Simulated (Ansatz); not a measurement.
# F on Ru(0001): change of the work function, part 2 of 2

How does F on the fcc site change the work function of Ru(0001) as the layer fills?

Ansatz 0.2.0; plane-wave DFT, PBE, Ansatz PAW.

So far, work function, upper face (eV): step 2 (the clean slab) 5.05; step 3 (17 atoms, coverage 0.25 ML, cell 2x2) 5.60.

### Step 4. Adsorbate added, k-mesh 12×12×1, coverage 1 ML

System of this step: F/Ru(0001). The cell holds 5 atoms: 4 Ru and 1 F. Cell: a = 2.700 Å, b = 2.700 Å, c = 25.775 Å, α = 90.0°, β = 90.0°, γ = 60.0°. Vacuum lies along c.

Another coverage, to see how the dipoles act on each other as their distance changes.

File input.yaml:

```yaml
crystal:
  lattice:
    - [2.7, 0.0, 0.0]
    - [1.35, 2.3382685902, 0.0]
    - [0.0, 0.0, 25.7748146342]
  atoms:
    - { symbol: Ru, position: [0.6666666667, 0.6666666667, 0.3491780689] }
    - { symbol: Ru, position: [0.0, 0.0, 0.4321427781] }
    - { symbol: Ru, position: [0.6666666667, 0.6666666667, 0.5158597237] }
    - { symbol: Ru, position: [0.0, 0.0, 0.5967572406] }
    - { symbol: F, position: [0.3333333333, 0.3333333333, 0.6508219311] }
kpoints:
  mp_grid: { grid: [12, 12, 1] }
hamiltonian:
  xc: pbe
scf:
  occupations: { method: fermi_dirac, width: 0.1 }
  convergence: { dr2_threshold: 1.0e-08 }
efield:
  axis: 3
  dipole_correction: true
  ramp_position: 0.97
  ramp_width: 0.06
relax:
  f_tol: 0.02
  max_steps: 60
  constraints: [{ sites: [0, 1] }]
output:
  write_potential: true
  write_density: true
  volumetric_format: npy
```

Launch:

```bash
ansatz run input.yaml --threads 4 --pin off --max-ram 6144MiB --backend cpu --events-out ev --progress --plain --runs-dir out
```

It took 8.7 s on 4 threads of Intel Xeon Platinum 8488C (Sapphire Rapids), shared host; peak memory 0.63 GiB; 33 s of CPU time.

Relaxation path:

```
step  energy less that of the first step (eV)  largest force component (eV/Å)
   1                                   0.0000                          2.7682
   2                                  -0.2205                          0.9831
   3                                  -0.2430                          0.1585
   4                                  -0.2438                          0.0018
```

Forces are held to the 6 operations that the run works with; a distortion that breaks them can't arise in this run.

The atoms that moved most (Å):

```
atom     dx     dy     dz  length
  F5  0.000  0.000  0.195   0.195
 Ru3  0.000  0.000  0.026   0.026
 Ru4  0.000  0.000  0.010   0.010
```

Final coordinates:

```cif
data_structure
_symmetry_space_group_name_H-M 'P 1'
_symmetry_Int_Tables_number 1
_cell_length_a 2.7000
_cell_length_b 2.7000
_cell_length_c 25.7748
_cell_angle_alpha 90.000
_cell_angle_beta 90.000
_cell_angle_gamma 60.000
_cell_volume 162.72
loop_
_atom_site_label
_atom_site_type_symbol
_atom_site_fract_x
_atom_site_fract_y
_atom_site_fract_z
_atom_site_occupancy
Ru1 Ru 0.66667 0.66667 0.34918 1
Ru2 Ru 0.00000 0.00000 0.43214 1
Ru3 Ru 0.66667 0.66667 0.51688 1
Ru4 Ru 0.00000 0.00000 0.59715 1
F5 F 0.33333 0.33333 0.65838 1
```

This step gave:

| Property | Result |
| --- | --- |
| energy at zero smearing | -24320.6418 eV |
| work function, upper face | 7.536 eV |
| work function, lower face | 5.022 eV |
| dipole along the normal | -0.08771 e·Å |
| step between the vacuum levels | 2.514 eV |

Running mean over 2.138 Å of the planar mean; the ramp of the sawtooth is left out. The electron's electrostatic potential energy less the Fermi level by z:

z (Å), electron's electrostatic potential energy less the Fermi level (eV) and a bar from the least value:
```
      3.5        5.0 ###########################
      4.0        5.0 ###########################
      4.5        5.0 ###########################
      5.0        5.0 ###########################
      5.5        5.0 ###########################
      6.0        4.9 ###########################
      6.5        4.7 ##########################
      7.0        3.9 #########################
      7.5        0.7 #####################
      8.0       -6.3 ############
      8.5      -12.4 ####
      9.0      -14.3 ##
      9.5      -14.6 ##
     10.0      -14.7 ##
     10.5      -14.7 #
     11.0      -14.8 #
     11.5      -14.7 ##
     12.0      -14.3 ##
     12.5      -14.3 ##
     13.0      -14.7 #
     13.5      -15.0 #
     14.0      -15.6 
     14.5      -15.9 
     15.0      -15.4 #
     15.5      -15.2 #
     16.0      -14.3 ##
     16.5       -8.4 ##########
     17.0       -1.4 ##################
     17.5        1.9 #######################
     18.0        4.7 ##########################
     18.5        7.0 #############################
     19.0        7.5 ##############################
     19.5        7.5 ##############################
     20.0        7.5 ##############################
     20.5        7.5 ##############################
     21.0        7.5 ##############################
     21.5        7.5 ##############################
     22.0        7.5 ##############################
     22.5        7.5 ##############################
```

The relaxation took 4 steps and lowered the energy by 0.24 eV; the largest force on the free atoms ends at 0.0018 eV/Å.

The covered face has 7.54 eV, +2.49 eV against the clean one; the bare back face has moved by -0.05 eV, a measure of how thin the slab is.

### Step 5. Work function against coverage

This step: plane-wave DFT, PBE, Ansatz PAW; work function against coverage (Ansatz 0.2.0).

The runs are now put side by side.

This step gave:

| Property | Result |
| --- | --- |
| work function of the clean face | 5.046 eV |
| largest change of the work function | 2.490 eV |

Work function of the covered face against coverage:

```
coverage (adsorbates/nm²)  work function of the covered face (eV)
                     0.00                                    5.05
                     3.96                                    5.60
                    15.84                                    7.54
```

The dipole per adsorbate comes from the change of the cell's dipole. Coverage, by row:

```
coverage (1/nm²)  coverage (ML)  work function (eV)  change (eV)  dipole per adsorbate, positive end outwards (debye)  mean height of the added atoms over the highest substrate atom (Å)
            3.96           0.25               5.602       0.5564                                               -0.407                                                               1.683
           15.84              1               7.536         2.49                                               -0.426                                                               1.578
```

### Step 6. Summary of results

```yaml
work_function_of_the_clean_face: 5.05 eV
work_function_at_0p25_ml: 5.60 eV
work_function_at_1_ml: 7.54 eV
dipole_per_adsorbate_at_0p25_ml_positive_end_outwards: -0.41 D
```

**Reading.** F raises the work function of Ru(0001) at the lowest coverage, by 0.56 eV: the adsorbate layer has its negative end outwards. The slab has 4 layers, at the tabulated experimental lattice constant, one starting site was run, and quantum-size effects of a slab this thin can reach one or two tenths of an eV.

[Logs are printed without paths, hosts, clocks, repeated set-up lines and the standing remarks that a program may print on its own settings, such as how far it seeks lower states.]

[Hosts, paths, dates, database ids (printed as entryN), source tags and the programs' standing remarks are cut or masked in the printed files.]

[Maps of the electrostatic potential energy from Ansatz leave out the sawtooth potential of an applied field or a dipole correction, so their vacuum need not be flat; planar profiles and work functions include it.]
